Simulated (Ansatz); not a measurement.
## What In2O (model cell, started as cuprite) distorts into

Aim: this structure of In2O (model cell, started as cuprite) is to be tested for unstable modes, and one is followed downhill.

Program: Ansatz 0.2.0. Level of theory: DFT PBEsol, scalar-relativistic, plane waves, PAW. Values are calculated unless marked as measured.

The raw output is cut from this account; settings, times and results stay.

The structure was built from a prototype and need not be the compound's stable phase.

**1. Starting point**

Symmetry: Pn-3m, No. 224, cubic system. Conventional cell: a = 5.024 Å, b = 5.024 Å, c = 5.024 Å, α = 90.00°, β = 90.00°, γ = 90.00°. O has 4 In at 2.18 Å nearest. Nearest to In lie 2 O at 2.18 Å. Farther neighbours, and contacts between anions beyond the nearest, are not listed.

**2. The dispersion**

Stability and thermal properties need the whole zone. Linear response on a 2×2×2 q mesh gives force constants as far as a supercell of that size would.

Contents of input.yaml:

```yaml
crystal:
  lattice:
    - [5.0239327562, 0.0, 0.0]
    - [0.0, 5.0239327562, 0.0]
    - [0.0, 0.0, 5.0239327562]
  atoms:
    - { symbol: O, position: [0.0, 0.0, 0.0] }
    - { symbol: O, position: [0.5, 0.5, 0.5] }
    - { symbol: In, position: [0.25, 0.25, 0.25] }
    - { symbol: In, position: [0.75, 0.75, 0.25] }
    - { symbol: In, position: [0.75, 0.25, 0.75] }
    - { symbol: In, position: [0.25, 0.75, 0.75] }
kpoints:
  mp_grid: { grid: [8, 8, 8] }
hamiltonian:
  xc: pbesol
scf:
  occupations: { method: methfessel_paxton, width: 0.2 }
output:
  eigenvalues: true
phonons:
  method: dfpt
  qmesh: [2, 2, 2]
  temperatures: { t_max: 1000, t_step: 50 }
  qpath:
    path:
      - [[0.0, 0.0, 0.0], [0.0, 0.5, 0.0], [0.5, 0.5, 0.0], [0.0, 0.0, 0.0], [0.5, 0.5, 0.5], [0.0, 0.5, 0.0]]
      - [[0.5, 0.5, 0.5], [0.5, 0.5, 0.0]]
    npoints: 10
```

On the command line:

```
ansatz run input.yaml --threads 8 --pin off --max-ram 14336MiB --backend cpu --events-out ev --progress --plain --runs-dir out
```

It took 2.2 min on 8 threads of Intel Xeon Platinum 8488C (Sapphire Rapids), shared host; peak memory 3.5 GiB.

Read from the output:

```
volume per atom                                         : 21.13 Å³
gap on the k-mesh                                       : 0 eV
sum-rule residual before enforcement                    : 1.41e-5 eV/Å²
lowest frequency on the path                            : -208.7 cm⁻¹
point group                                             : m-3m
highest frequency on path, mesh or solved points        : 348.1 cm⁻¹
highest optical mode at the zone centre (no LO-TO term) : 314.1 cm⁻¹
lowest optical zone-centre mode                         : -86.65 cm⁻¹
lowest mode on the q mesh (acoustic modes at Γ apart)   : -208.7 cm⁻¹
```

Frequencies (cm⁻¹) solved at each irreducible wavevector; negative means imaginary. Frequencies by wavevector, by row:

```
q in reciprocal lattice units  star  mode 1  mode 2  mode 3  mode 4  mode 16  mode 17  mode 18
                        0 0 0     1   -86.7   -86.7   -86.7   -80.7    314.1    314.1    314.1
                     0 0 -0.5     3  -208.7  -208.7   -91.7   -91.7    243.4      330      330
                  0 -0.5 -0.5     3  -152.3  -152.3  -135.2  -135.2    218.5      346      346
               -0.5 -0.5 -0.5     1     -93     -93     -93   -82.9    347.5    347.5    347.5
```

Interpolated from a 2×2×2 q mesh. The phonon branches at the labelled points (cm⁻¹):

```
    point  branch 1  branch 2  branch 3  branch 4  branch 15  branch 16  branch 17  branch 18
        Γ       -87       -87       -87       -81        215        314        314        314
  halfway      -136      -136       -87       -87        218        290        327        327
        X      -209      -209       -92       -92        243        243        330        330
  halfway      -194      -194      -100      -100        234        234        336        336
        M      -152      -152      -135      -135        218        218        346        346
  halfway      -176      -131      -106       -88        211        288        320        336
        Γ       -87       -87       -87       -81        215        314        314        314
  halfway      -149      -119      -119       -88        210        313        324        324
        R       -93       -93       -93       -83        222        348        348        348
  halfway      -160      -136      -106      -102        218        290        327        344
        X      -209      -209       -92       -92        243        243        330        330
jump to R       -93       -93       -93       -83        222        348        348        348
  halfway      -113      -113      -105       -81        217        292        348        348
        M      -152      -152      -135      -135        218        218        346        346
```

Symmetry leaves 4 wavevectors to solve. The lowest mode among them, the acoustic zeros apart, lies at q = (0, 0, -0.5) and is imaginary, 208.7i cm⁻¹, so the energy falls along it.

**3. The mode frozen in, largest atomic shift 0 Å**

The mode followed lies at q = (0, 0, -0.5) with frequency 208.7i cm⁻¹ and is 2-fold degenerate, the softest among the wavevectors solved. At small amplitude the pattern taken leaves space group no. 95 by a symmetry search on the positions. The undistorted cell that holds it gives the zero of energy on the same k mesh.

System of this step: In2O (model cell, started as cuprite). The structure is cubic, space group Pn-3m (No. 224). Conventional cell: a = 5.024 Å, b = 5.024 Å, c = 5.024 Å, α = 90.00°, β = 90.00°, γ = 90.00°. Nearest to O lie 4 In at 2.18 Å. In has 2 O at 2.18 Å nearest. Farther neighbours, and contacts between anions beyond the nearest, are not listed.

Contents of input.yaml:

```yaml
crystal:
  lattice:
    - [5.0239327562, 0.0, 0.0]
    - [0.0, 5.0239327562, 0.0]
    - [0.0, 0.0, 10.0478655124]
  atoms:
    - { symbol: O, position: [0.0, 0.0, 0.0] }
    - { symbol: O, position: [0.0, 0.0, 0.5] }
    - { symbol: O, position: [0.5, 0.5, 0.25] }
    - { symbol: O, position: [0.5, 0.5, 0.75] }
    - { symbol: In, position: [0.25, 0.25, 0.125] }
    - { symbol: In, position: [0.25, 0.25, 0.625] }
    - { symbol: In, position: [0.75, 0.75, 0.125] }
    - { symbol: In, position: [0.75, 0.75, 0.625] }
    - { symbol: In, position: [0.75, 0.25, 0.375] }
    - { symbol: In, position: [0.75, 0.25, 0.875] }
    - { symbol: In, position: [0.25, 0.75, 0.375] }
    - { symbol: In, position: [0.25, 0.75, 0.875] }
kpoints:
  mp_grid: { grid: [8, 8, 4] }
hamiltonian:
  xc: pbesol
scf:
  occupations: { method: methfessel_paxton, width: 0.2 }
output:
  forces: true
  stress: true
  eigenvalues: true
```

Elapsed: 4.1 s, on 8 threads; peak memory 1.6 GiB.

This step gave:

| Item | Value |
| --- | --- |
| pressure | -0.001851 GPa |
| energy from the undistorted cell | 0 meV/atom |

The run ends at a pressure of 0.00 GPa.

**4. The mode frozen in, largest atomic shift 0.22 Å**

The atoms are moved along the unstable eigenvector, the largest shift by 0.22 Å, with the cell fixed.

Contents of input.yaml:

```yaml
crystal:
  lattice:
    - [5.0239327562, 0.0, 0.0]
    - [0.0, 5.0239327562, 0.0]
    - [0.0, 0.0, 10.0478655124]
  atoms:
    - { symbol: O, position: [-0.043790395, 0.0, 0.0] }
    - { symbol: O, position: [0.043790395, 0.0, 0.5] }
    - { symbol: O, position: [0.5, 0.543790395, 0.25] }
    - { symbol: O, position: [0.5, 0.456209605, 0.75] }
    - { symbol: In, position: [0.2516277097, 0.2483722903, 0.125] }
    - { symbol: In, position: [0.2483722903, 0.2516277097, 0.625] }
    - { symbol: In, position: [0.7516277097, 0.7483722903, 0.125] }
    - { symbol: In, position: [0.7483722903, 0.7516277097, 0.625] }
    - { symbol: In, position: [0.7483722903, 0.2483722903, 0.375] }
    - { symbol: In, position: [0.7516277097, 0.2516277097, 0.875] }
    - { symbol: In, position: [0.2483722903, 0.7483722903, 0.375] }
    - { symbol: In, position: [0.2516277097, 0.7516277097, 0.875] }
kpoints:
  mp_grid: { grid: [8, 8, 4] }
hamiltonian:
  xc: pbesol
scf:
  occupations: { method: methfessel_paxton, width: 0.2 }
output:
  forces: true
  stress: true
  eigenvalues: true
```

The job ended after 6.1 s (8 threads; peak memory 1.4 GiB; 47 s of CPU time).

Read from the output:

| Property | Result |
| --- | --- |
| pressure | 1.295 GPa |
| energy from the undistorted cell | -10.35 meV/atom |

The energy, extrapolated to zero smearing, is -10.35 meV/atom against the undistorted cell.

The run ends at a pressure of 1.29 GPa, with forces up to 0.37 eV/Å.

**5. Energy along the mode, all amplitudes (two of the runs are shown above)**

An imaginary frequency means negative curvature, so the energy should fall and then rise again as anharmonic terms take over.

Numbers from this step:

```yaml
depth_at_the_lowest_point_sampled: 10.35 meV/atom
largest_atomic_shift_at_that_point: 0.22 Å
```

Table of energy from the parent by largest atomic shift:

```
largest atomic shift (Å)  energy from the parent (meV/atom)
                   0.000                                  0
                   0.040                             -0.672
                   0.080                              -2.52
                   0.140                              -6.39
                   0.220                              -10.3
                   0.320                              -7.10
                   0.450                               20.0
```

Displacement at unit largest shift by atom:

```
atom  x (Å)  y (Å)  z (Å)  size
  O1  -1.00   0.00   0.00  1.00
  O2   1.00   0.00   0.00  1.00
  O3   0.00   1.00   0.00  1.00
  O4   0.00  -1.00   0.00  1.00
 In5   0.04  -0.04   0.00  0.05
 In6  -0.04   0.04   0.00  0.05
 In7   0.04  -0.04   0.00  0.05
 In8  -0.04   0.04   0.00  0.05
 In9  -0.04  -0.04   0.00  0.05
In10   0.04   0.04   0.00  0.05
In11  -0.04  -0.04   0.00  0.05
In12   0.04   0.04   0.00  0.05
```

The lowest step is at 0.22 Å, 10.3 meV/atom below the parent, and the energy rises beyond it.

**6. Relaxation from the frozen mode**

Starting from the lowest point found, all atoms and the cell are let go, so that strain and other modes of the same symmetry can join in.

Changes to input.yaml since step 4:

```diff
@@ -28 +28,6 @@
   eigenvalues: true
+relax:
+  adjacent_minimum: "off"
+  f_tol: 0.002
+  max_steps: 120
+  cell: { stress_tol: 0.03 }
```

Run time: 2.1 min. Hardware: 8 threads; peak memory 1.6 GiB.

Step by step:

```
step  energy less that of the first step (eV)  largest force component (eV/Å)  pressure (GPa)  volume (Å³)
   1                                   0.0000                          0.2638            1.29       253.61
   2                                  -0.1979                          0.3288            0.33       256.83
   3                                  -0.5045                          0.4690            0.71       254.57
   4                                  -0.8075                          0.5144            1.01       252.93
   5                                  -1.2582                          0.2761           -0.70       258.22
   6                                  -1.4282                          0.0232           -0.16       256.84
   7                                  -1.4524                          0.0924            0.09       255.19
   8                                  -1.4635                          0.0375            0.10       256.08
   9                                  -1.4666                          0.0055            0.00       256.00
  10                                  -1.4663                          0.0007           -0.02       256.27
 11*                                  -1.5133                          0.0022            0.20       256.27
  12                                  -1.5201                          0.0027            0.02       257.15
  13                                  -1.5204                          0.0020            0.03       257.18
  14                                  -1.5200                          0.0026           -0.04       257.44
  15                                  -1.5203                          0.0007            0.00       257.29
 16*                                  -1.5232                          0.0008            0.01       257.29
  17                                  -1.5235                          0.0002            0.00       257.32
 18*                                  -1.5236                          0.0002            0.00       257.32
```

Relaxation steps marked * repeat the geometry before them on a plane-wave basis chosen anew for their cell, so energy and pressure can jump there. Relaxation step 14 was tried and not accepted.

The run keeps the 8 symmetry operations that the program found, so distortions that break them were not tested.

```
     cell as run  before  after   change
           a (Å)   5.024  5.413   +7.7 %
           b (Å)   5.024  5.413   +7.7 %
           c (Å)  10.048  8.781  -12.6 %
volume (Å³/atom)   21.13  21.44   +1.5 %
```

The atoms that moved most (Å, as changes of fractional coordinates times the final cell):

```
atom      dx      dy     dz  length
 In7   0.376  -0.376  0.000   0.532
In10   0.376   0.376  0.000   0.532
 In6  -0.376   0.376  0.000   0.532
In11  -0.376  -0.376  0.000   0.532
  O3   0.000   0.364  0.000   0.364
  O2   0.364   0.000  0.000   0.364
  O4   0.000  -0.364  0.000   0.364
  O1  -0.364   0.000  0.000   0.364
```

Final coordinates:

```cif
data_structure
_symmetry_space_group_name_H-M 'P 1'
_symmetry_Int_Tables_number 1
_cell_length_a 5.4132
_cell_length_b 5.4132
_cell_length_c 8.7813
_cell_angle_alpha 90.000
_cell_angle_beta 90.000
_cell_angle_gamma 90.000
_cell_volume 257.32
loop_
_atom_site_label
_atom_site_type_symbol
_atom_site_fract_x
_atom_site_fract_y
_atom_site_fract_z
_atom_site_occupancy
O1 O 0.88901 0.00000 0.00000 1
O2 O 0.11099 0.00000 0.50000 1
O3 O 0.50000 0.61099 0.25000 1
O4 O 0.50000 0.38901 0.75000 1
In5 In 0.27608 0.22392 0.12500 1
In6 In 0.17888 0.32112 0.62500 1
In7 In 0.82112 0.67888 0.12500 1
In8 In 0.72392 0.77608 0.62500 1
In9 In 0.72392 0.22392 0.37500 1
In10 In 0.82112 0.32112 0.87500 1
In11 In 0.17888 0.67888 0.37500 1
In12 In 0.27608 0.77608 0.87500 1
```

Numbers from this step:

- pressure: 0.002027 GPa
- volume per atom: 21.44 Å³

The distorted start has space group P4_322; the relaxation ends in P4_322.

**7. Summary of results**

```
unstable mode of the parent                                                      : q = (0, 0, -0.5), 209i cm⁻¹
depth at the lowest point sampled                                                : 10.3 meV/atom
largest atomic shift at that point                                               : 0.22 Å
space group reached                                                              : P4_322
energy gained over the parent (first relaxation, on the mesh of the frozen mode) : 137 meV/atom
volume per atom, phase reached                                                   : 21.4 Å³
```

**Reading.** Along this mode the structure falls into P4_322, 137 meV/atom below the parent. At the parent's cell the well is 10.35 meV/atom deep on the steps tried, with its lowest point at a shift of 0.22 Å. Relaxing atoms and cell changes the gain by +126.81 meV/atom against the lowest step (energies at zero smearing). Most of the total comes from this relaxation. The modes of the phase reached were not computed. Of the 6 patterns followed from this parent, this one ends 252 meV/atom above the lowest, Pmma. Differences under 1.0 meV/atom are within the error of comparing unlike cells and meshes, so the order among close phases is not settled. Each path keeps the symmetry of its pattern, so a lower phase may lie along a pattern not tried. With no gap, or one that is small against the smearing, the frequencies hang on the k mesh and the smearing, most of all near Kohn anomalies. A phonon run warned that its eigensolver left some bands unconverged in a pass. The starting cell was built on a prototype and not taken from a measurement, so the phase need not exist.

[Long decimals in the printed logs are rounded to 6 places.]

[Logs are printed without paths, hosts, clocks, repeated set-up lines and the standing remarks that a program may print on its own settings, such as how far it seeks lower states.]

[Hosts, paths, dates, database ids (printed as entryN), source tags and the programs' standing remarks are cut or masked in the printed files.]

[Where the starting crystal was built by hand or by swapping elements, it need not be the compound's stable phase.]
